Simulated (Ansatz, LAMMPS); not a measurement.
# Structural relaxation of amorphous 81SiO2-19TiO2 (mol %) (96 atoms)

Aim: bring amorphous 81SiO2-19TiO2 (mol %) (96 atoms) to a nearby minimum of the energy and see what moves.

Method: Kohn-Sham DFT, PBE, PAW (set soft_2), plane waves, in Ansatz 0.2.0.

## (1) Set-up

The cell holds 96 atoms: 26 Si, 6 Ti and 64 O. Cell: a = 11.196 Å, b = 11.196 Å, c = 11.196 Å, α = 90.0°, β = 90.0°, γ = 90.0°. 96 atoms (26 Si, 6 Ti, 64 O) placed at random at 2.42 g/cm³, melted at 5000 K for 10 ps at fixed volume with the Morse and Coulomb pair potential with partial charges (Pedone, Malavasi, Menziani, Cormack and Segre, J. Phys. Chem. B 110, 11780 (2006)). Quenched from 5000 K to 300 K at 50 K/ps and fixed volume, held 5 ps, then minimised at fixed cell.

Before any run, some limits are plain. The quench rate of 50 K/ps far exceeds what a furnace or splat quench reaches, so expect more defects and frozen-in strain than in a real sample. The starting topology of bonds comes from the classical model. Only the Γ point is sampled in the main run, in a cell whose shortest periodic width is 11 Å.

## (2) How the cell was made

A classical potential makes the cell, at a small fraction of what the same run would cost in DFT.

This step: classical MD, Morse and Coulomb pair potential with partial charges (Pedone, Malavasi, Menziani, Cormack and Segre, J. Phys. Chem. B 110, 11780 (2006)) (LAMMPS 22 Jul 2025 - Update 4).

Input file in.lmp:

```
# melt-quench of Si26Ti6O64
units metal
atom_style charge
boundary p p p
region box block 0 11.1956 0 11.1956 0 11.1956
create_box 3 box
mass 1 28.0850   # Si
mass 2 47.8670   # Ti
mass 3 15.9990   # O
create_atoms 1 random 26 40194 NULL overlap 1.5 maxtry 2000
create_atoms 2 random 6 40201 NULL overlap 1.5 maxtry 2000
create_atoms 3 random 64 40208 NULL overlap 1.5 maxtry 2000
pair_style hybrid/overlay pedone 5.5 coul/long 8.0
pair_coeff * * coul/long
pair_coeff 1 3 pedone 0.340554 2.006700 2.100000 1   # Si-O
pair_coeff 2 3 pedone 0.024235 2.254703 2.708943 1   # Ti-O
pair_coeff 3 3 pedone 0.042395 1.379316 3.618701 22   # O-O
set type 1 charge 2.4
set type 2 charge 2.4
set type 3 charge -1.2
kspace_style pppm 1.0e-4
neigh_modify delay 0 every 1 check yes
thermo_style custom step time temp pe press density
thermo_modify norm yes
timestep 0.002
thermo 100
min_style cg
minimize 1e-4 1e-4 200 2000
reset_timestep 0
velocity all create 5000 40195 mom yes dist gaussian
fix lim all nve/limit 0.05
fix lan all langevin 5000 5000 0.2 40196 zero yes
thermo 500
run 1000 post no
# [... 10 lines left out ...]
thermo 1250
fix md all nvt temp 300 300 0.2
run 2500 post no
unfix md
thermo 100
min_style cg
minimize 0 1e-3 2000 20000
write_dump all custom glass.dump id type xs ys zs modify sort id
```

Launch:

```sh
$ lmp -in in.lmp -log none -nocite
```

Numbers of over 12 decimals in the logs are rounded to 6 here.

The log of the run:

```text
LAMMPS (22 Jul 2025 - Update 4)
Created orthogonal box = (0 0 0) to (11.1956 11.1956 11.1956)
Created 26 atoms
Created 6 atoms
Created 64 atoms
PPPM initialization ...
  G vector (1/distance) = 0.3798539
  grid = 12 12 12
  estimated relative force accuracy = 7.3242083e-05
   Step          Time           Temp          PotEng         Press         Density
         0   0              0             -2.1047904      590216.09      2.4155942
       100   0.2            0             -17.136566     -4335.8697      2.4155942
       109   0.218          0             -17.166744     -15809.358      2.4155942
Loop time of 0.0811407 s on 1 MPI rank(s) for 109 steps with 96 atoms
Minimization stats:
  Stopping criterion = energy tolerance
  Energy initial, next-to-last, final =
     -2.10479036580846  -17.1653122274382  -17.1667439009912
  Force two-norm initial, final = 325.73639 2.1910104
  Iterations, force evaluations = 109 146
   Step          Time           Temp          PotEng         Press         Density
         0   0              5000          -17.166744      30924.886      2.4155942
       500   1              2079.6451     -16.946767      7644.643       2.4155942
      1000   2              1986.8183     -16.958205      17372.358      2.4155942
Loop time of 0.434863 s on 1 MPI rank(s) for 1000 steps with 96 atoms
[... 2 lines left out ...]
      1666   3.332          5022.5923     -16.322289      26180.158      2.4155942
      2499   4.998          4960.4661     -16.392215     -16349.336      2.4155942
      3332   6.664          5540.6627     -16.30807       47174.638      2.4155942
      4165   8.33           4756.6367     -16.441654      11154.8        2.4155942
      4998   9.996          4709.6768     -16.469008      10163.323      2.4155942
[... 2 lines left out ...]
Loop time of 2.30055 s on 1 MPI rank(s) for 5000 steps with 96 atoms
   Step          Time           Temp          PotEng         Press         Density
[... 12 lines left out ...]
Loop time of 20.2821 s on 1 MPI rank(s) for 47000 steps with 96 atoms
   Step          Time           Temp          PotEng         Press         Density
[... 2 lines left out ...]
     55000   110            274.71423     -17.276484      31191.978      2.4155942
     55500   111            324.3215      -17.282943      22666.515      2.4155942
Loop time of 0.993557 s on 1 MPI rank(s) for 2500 steps with 96 atoms
   Step          Time           Temp          PotEng         Press         Density
     55500   111            324.3215      -17.282943      22666.515      2.4155942
     55512   111.024        324.3215      -17.313684      22213.545      2.4155942
Loop time of 0.0304773 s on 1 MPI rank(s) for 12 steps with 96 atoms
Minimization stats:
  Stopping criterion = linesearch alpha is zero
  Energy initial, next-to-last, final =
     -17.2829426179472  -17.3136842692822  -17.3136842692822
  Force two-norm initial, final = 12.036377 0.74812764
  Iterations, force evaluations = 12 59
```

The job ended after 24 s (1 thread of Arm Neoverse V1, shared host; peak memory 0.07 GiB).

## (3) Single point at the start

The forces at the start show how far the geometry lies from a minimum of this functional.

Input file input.yaml:

```yaml
crystal:
  lattice:
    - [11.1956, 0.0, 0.0]
    - [0.0, 11.1956, 0.0]
    - [0.0, 0.0, 11.1956]
  atoms:
    - { symbol: Si, position: [0.2935, 0.61605, 0.78708] }
    - { symbol: Si, position: [0.94843, 0.44975, 0.68505] }
    - { symbol: Si, position: [0.65139, 0.85006, 0.24949] }
    - { symbol: Si, position: [0.75384, 0.24105, 0.71031] }
    - { symbol: Si, position: [0.06566, 0.5241, 0.92686] }
    - { symbol: Si, position: [0.42401, 0.77432, 0.61218] }
    - { symbol: Si, position: [0.76933, 0.40412, 0.17869] }
    - { symbol: Si, position: [0.14217, 0.2963, 0.08255] }
    - { symbol: Si, position: [0.53801, 0.5149, 0.55254] }
    - { symbol: Si, position: [0.01048, 0.4011, 0.30132] }
    - { symbol: Si, position: [0.37556, 0.054, 0.7819] }
    - { symbol: Si, position: [0.22086, 0.8869, 0.23524] }
    - { symbol: Si, position: [0.79161, 0.61646, 0.53027] }
    - { symbol: Si, position: [0.93931, 0.61456, 0.15808] }
    - { symbol: Si, position: [0.67789, 0.25441, 0.97659] }
    - { symbol: Si, position: [0.67596, 0.77852, 0.71144] }
    - { symbol: Si, position: [0.12399, 0.75979, 0.45499] }
    - { symbol: Si, position: [0.87338, 0.77124, 0.34305] }
    - { symbol: Si, position: [0.18954, 0.49794, 0.5648] }
    - { symbol: Si, position: [0.52274, 0.15777, 0.57267] }
    - { symbol: Si, position: [0.33719, 0.30168, 0.43052] }
    - { symbol: Si, position: [0.08608, 0.19594, 0.43896] }
    - { symbol: Si, position: [0.50544, 0.4242, 0.28647] }
    - { symbol: Si, position: [0.43406, 0.95486, 0.39564] }
    - { symbol: Si, position: [0.78539, 0.00971, 0.06915] }
    - { symbol: Si, position: [0.01729, 0.07649, 0.19218] }
    - { symbol: Ti, position: [0.5647, 0.52975, 0.83338] }
    - { symbol: Ti, position: [0.86792, 0.97636, 0.80684] }
    - { symbol: Ti, position: [0.40791, 0.19159, 0.03063] }
    - { symbol: Ti, position: [0.12114, 0.99015, 0.63946] }
    - { symbol: Ti, position: [0.55288, 0.62822, 0.10326] }
    - { symbol: Ti, position: [0.41032, 0.8911, 0.02079] }
    - { symbol: O, position: [0.63492, 0.71252, 0.21362] }
    - { symbol: O, position: [0.50038, 0.06718, 0.45911] }
    - { symbol: O, position: [0.31432, 0.96915, 0.31659] }
    - { symbol: O, position: [0.27197, 0.52647, 0.67744] }
    - { symbol: O, position: [0.91485, 0.74405, 0.20717] }
    - { symbol: O, position: [0.89444, 0.5566, 0.60571] }
    - { symbol: O, position: [0.17715, 0.59874, 0.86957] }
    - { symbol: O, position: [0.46974, 0.64396, 0.56144] }
    - { symbol: O, position: [0.8798, 0.05433, 0.16669] }
    - { symbol: O, position: [0.87882, 0.35906, 0.25885] }
    - { symbol: O, position: [0.00872, 0.59586, 0.03701] }
    - { symbol: O, position: [0.0674, 0.17041, 0.0905] }
    - { symbol: O, position: [0.26496, 0.42214, 0.47113] }
    - { symbol: O, position: [0.53178, 0.89449, 0.30874] }
    - { symbol: O, position: [0.41204, 0.31416, 0.3052] }
    - { symbol: O, position: [0.37401, 0.16313, 0.87514] }
    - { symbol: O, position: [0.86867, 0.96112, 0.96442] }
    - { symbol: O, position: [0.76644, 0.3288, 0.05816] }
    - { symbol: O, position: [0.85354, 0.34093, 0.6808] }
    - { symbol: O, position: [0.60391, 0.52922, 0.98781] }
    - { symbol: O, position: [0.22974, 0.20815, 0.4243] }
    - { symbol: O, position: [0.69169, 0.92345, 0.13223] }
    - { symbol: O, position: [0.64246, 0.39693, 0.24548] }
    - { symbol: O, position: [0.25397, 0.03754, 0.7103] }
    - { symbol: O, position: [0.10898, 0.35355, 0.20957] }
    - { symbol: O, position: [0.98537, 0.79167, 0.42408] }
    - { symbol: O, position: [0.65316, 0.21074, 0.60911] }
    - { symbol: O, position: [0.03372, 0.13149, 0.32307] }
    - { symbol: O, position: [0.40199, 0.8621, 0.50346] }
    - { symbol: O, position: [0.39457, 0.94025, 0.86982] }
    - { symbol: O, position: [0.9718, 0.49521, 0.8208] }
    - { symbol: O, position: [0.82336, 0.64574, 0.39659] }
    - { symbol: O, position: [0.54433, 0.81944, 0.67553] }
    - { symbol: O, position: [0.10494, 0.39433, 0.98308] }
    - { symbol: O, position: [0.18987, 0.781, 0.32809] }
    - { symbol: O, position: [0.81933, 0.11942, 0.75125] }
    - { symbol: O, position: [0.00624, 0.94877, 0.73916] }
    - { symbol: O, position: [0.54416, 0.26936, 0.02395] }
    - { symbol: O, position: [0.76432, 0.85977, 0.33927] }
    - { symbol: O, position: [0.67888, 0.534, 0.53487] }
    - { symbol: O, position: [0.71296, 0.11654, 0.0025] }
    - { symbol: O, position: [0.42692, 0.25997, 0.5364] }
    - { symbol: O, position: [0.1476, 0.62724, 0.50852] }
    - { symbol: O, position: [0.32424, 0.73955, 0.71164] }
    - { symbol: O, position: [0.06682, 0.11561, 0.55314] }
    - { symbol: O, position: [0.15315, 0.86462, 0.54701] }
    [... 12 atom lines left out ...]
    - { symbol: O, position: [0.10368, 0.9615, 0.19904] }
    - { symbol: O, position: [0.75027, 0.73953, 0.59304] }
    - { symbol: O, position: [0.43395, 0.04158, 0.07874] }
    - { symbol: O, position: [0.68762, 0.28649, 0.83623] }
    - { symbol: O, position: [0.41233, 0.58116, 0.85452] }
    - { symbol: O, position: [0.03296, 0.33222, 0.42263] }
kpoints:
  mp_grid: { grid: [1, 1, 1] }
hamiltonian:
  xc: pbe
scf:
  occupations: { method: fermi_dirac, width: 0.025 }
output:
  forces: true
```

Launch:

```sh
$ ansatz run input.yaml --threads 4 --pin off --max-ram 8192MiB --backend cpu --events-out ev --progress --plain --runs-dir out
```

The log of the run:

```text
Engine: ansatz 0.2.0, aarch64-unknown-linux-gnu
Pseudopotentials: kind: paw
Pseudopotential: Si, paw, valence charge 4, recommended cutoff 420 eV (normal), Si.paw.azcp
Pseudopotential: Ti, paw, valence charge 12, recommended cutoff 420 eV (normal), Ti.paw.azcp
Pseudopotential: O, paw, valence charge 6, recommended cutoff 420 eV (normal), O.paw.azcp
[... 5 lines on functional and potentials left out ...]
Crystal: 96 atoms, lattice volume = 1403.273 Å³
Basis set: ecut = 420 eV, 27369 PW (Γ), exchange–correlation on 150×150×150 points (8 copies of the dense FFT grid, shifted against one another)
Bands: 376, of which v1, the nominal top of the filled ones, is band 280 counted from 1 (279 counted from 0)
Symmetry: 1 space group operations
Space group: P1 (ITA 1), of the structure as read, at distance tolerance 1.1e-4 Å
k-points: 1
[... 7 lines on functional and potentials left out ...]
Initial density: superposition of atomic densities (neutral atoms: chi_scale 0, normalization atom), corrected by the library's trained network
Initial wavefunctions: pseudopotential atomic-orbital guess
Functional: x = pbe(κ = 0.804, μ = 0.219515), c = pbe(β = 0.066725)
SCF iter   1: F=—  HF=-67944.902759 eV  |F-HF|=—  |Δ(HF+E_count)|=         —  Δρ=2.79e-3  dr2=1.31e-1  ethr=1.77e-3  ⟨swp⟩=5.0  Hψ=1518  notcnv=0  defer=69
preconditioner: auto → Resta (q_TF=auto, 2.341 Å⁻¹)  ε∞=3.3  [insulator: Δε(μ)=3.504 eV  Ē_g=14.647 eV  σ=0.025 eV  W_gap=1.00  n_scr=304 (ndim 8)  ℏωp=22.4 eV  f_vac=0.234  D(μ)=0.00/eV (n_scr^D=0)  ε∞_Penn≈3.3]
SCF iter   2: F=—  HF=-67944.913319 eV  |F-HF|=—  |Δ(HF+E_count)|=   1.06e-2  Δρ=1.62e-3  dr2=3.46e-2  ethr=2.34e-5  ⟨swp⟩=2.0  Hψ=636  notcnv=0  defer=89
SCF iter   3: F=—  HF=-67944.913185 eV  |F-HF|=—  |Δ(HF+E_count)|=   1.34e-4  Δρ=8.44e-4  dr2=1.45e-2  ethr=6.19e-6  ⟨swp⟩=2.0  Hψ=490  notcnv=0  defer=38
automatic band count: iteration 3 solves 325 bands in place of 376: the levels show a gap, and the empty bands left out lie too high to hold charge; the band table lists the bands solved (type scf.n_extra_bands for more)
SCF iter   4: F=—  HF=-67944.912759 eV  |F-HF|=—  |Δ(HF+E_count)|=   4.26e-4  Δρ=4.36e-4  dr2=3.39e-3  ethr=2.59e-6  ⟨swp⟩=2.0  Hψ=553  notcnv=0  defer=38
SCF iter   5: F=—  HF=-67944.912172 eV  |F-HF|=—  |Δ(HF+E_count)|=   5.87e-4  Δρ=1.70e-4  dr2=5.42e-4  ethr=6.06e-7  ⟨swp⟩=2.0  Hψ=564  notcnv=0  defer=38
SCF iter   6: F=—  HF=-67944.912111 eV  |F-HF|=—  |Δ(HF+E_count)|=   6.04e-5  Δρ=9.94e-5  dr2=1.68e-4  ethr=9.67e-8  ⟨swp⟩=2.0  Hψ=497  notcnv=0  defer=38
SCF iter   7: F=—  HF=-67944.912102 eV  |F-HF|=—  |Δ(HF+E_count)|=   9.09e-6  Δρ=4.15e-5  dr2=3.06e-5  ethr=3.00e-8  ⟨swp⟩=2.0  Hψ=559  notcnv=0  defer=38
SCF iter   8: F=—  HF=-67944.909869 eV  |F-HF|=—  |Δ(HF+E_count)|=   2.23e-3  Δρ=2.13e-5  dr2=7.51e-6  ethr=5.47e-9  ⟨swp⟩=2.0  Hψ=601  notcnv=0  defer=38
SCF iter   9: F=—  HF=-67944.909868 eV  |F-HF|=—  |Δ(HF+E_count)|=   6.29e-7  Δρ=8.98e-6  dr2=1.57e-6  ethr=1.34e-9  ⟨swp⟩=2.0  Hψ=566  notcnv=0  defer=38
SCF iter  10: F=—  HF=-67944.909868 eV  |F-HF|=—  |Δ(HF+E_count)|=   9.79e-8  Δρ=5.70e-6  dr2=5.46e-7  ethr=2.81e-10  ⟨swp⟩=2.0  Hψ=559  notcnv=0  defer=38
SCF iter  11: F=-67944.909868 eV  HF=-67944.909868 eV  |F-HF|=3.35e-8  |Δ(HF+E_count)|=   1.30e-7  Δρ=1.74e-6  dr2=5.47e-8  ethr=1.79e-11  ⟨swp⟩=3.0  Hψ=1164  notcnv=0
SCF 1 converged in 11 iterations: F = -67944.909868 eV  dr2 = 5.47e-8
  greatest PAW one-centre occupation: 0.999 electrons in one spin orbital (limit 2), on the Ti atom at site 29 (counted from 0), in its partial waves of l = 0
SCF converged after 11 iterations
Free energy (F): -67944.909868 eV
Harris-Foulkes:  -67944.909868 eV  (|F-HF|=3.35e-8)
Internal energy: -67944.909868 eV  (E = F + TS)
E sigma→0 (E₀):  -67944.909868 eV
Fermi energy:    3.871192 eV
--- Per-component energies (eV) ---
  E_band       = -4214.303359
  E_kinetic    = 14259.636496
  E_local      = -48898.997130  (includes V_loc(G=0)·N_el)
  E_nonlocal   = 3733.003293
  E_hartree    = 19086.774652
  E_xc         = -6793.994151
  E_vxc        = -8042.000989  (∫ρ·V_xc dr)
  E_paw        = -29794.206326  (= ΣΔE_a)
  E_vpaw       = -3439.665413  (= ΣTr[D̂ρ^β])
  E_aug_tail   = 0.165057  (compensation charges beyond the density's cutoff)
  E_ewald      = -19537.291758
  E_smearing   = -0.000000  (= −TS)
  E_closure    = -0.000000  (closes the sum)
  Σ components = -67944.909868   (vs F -67944.909868, Δ=0.00e0)
--- Forces (eV/Å), atoms counted from 1 ---
  atom   1  Si    -0.23336803     0.05762377    -2.10079719
  atom   2  Si     0.06587257     0.84625411    -0.04431848
  atom   3  Si     0.85429884    -0.37005871    -0.12140564
  atom   4  Si    -0.38705395    -0.12950457     1.32644065
  atom   5  Si     0.55951336    -1.22420356    -0.20438524
  atom   6  Si     1.58550823    -2.61702495     0.19269148
  atom   7  Si     1.03856685     0.94877482     0.43329381
  atom   8  Si    -2.35718483     0.14568272     0.96207182
  atom   9  Si     0.61097758     2.46486190     0.93458066
  atom  10  Si    -0.87941049     0.32130614    -2.44629130
  atom  11  Si     0.49475359     0.32264965     0.94843646
  atom  12  Si     0.24646587     1.12436454     1.63704815
  atom  13  Si    -1.13706986     0.85575664     0.87280994
  atom  14  Si    -0.37016661    -3.19263418     1.87910945
[...]
atom  95  O      0.85004494    -0.14944559     1.39909410
  atom  96  O     -0.10733665     0.03545927     2.18692606
  max |Σ_I F_I| component: 8.58e-5 eV/Å
```

It took 20 s on 4 threads of Arm Neoverse V1, shared host; peak memory 1.7 GiB.

The column dr2 measures how far the density is from self-consistency, as an energy; F and HF (Harris–Foulkes) agree once it is small.

The run gave:

* free energy: -67944.9099 eV
* free energy per atom: -707.7595 eV/atom
* SCF cycles: 11
* r.m.s. force component: 0.8733 eV/Å
* longest force: 3.723 eV/Å
* Fermi energy: 3.871 eV

The r.m.s. force component of 0.87 eV/Å sets the starting point.

Length of the force by element:

```csv
element,coordination,atoms,mean length of the force (eV/Å),spread,least,most
O,all,64,1.20,0.429,0.436,2.19
Si,all,26,1.81,0.805,0.756,3.72
Ti,all,6,1.43,0.626,0.436,2.24
```

[end of part 1 of 4]

[Logs are printed without paths, hosts, clocks, repeated set-up lines and the standing remarks that a program may print on its own settings, such as how far it seeks lower states.]

[Hosts, paths, dates, database ids (printed as entryN), source tags and the programs' standing remarks are cut or masked in the printed files.]
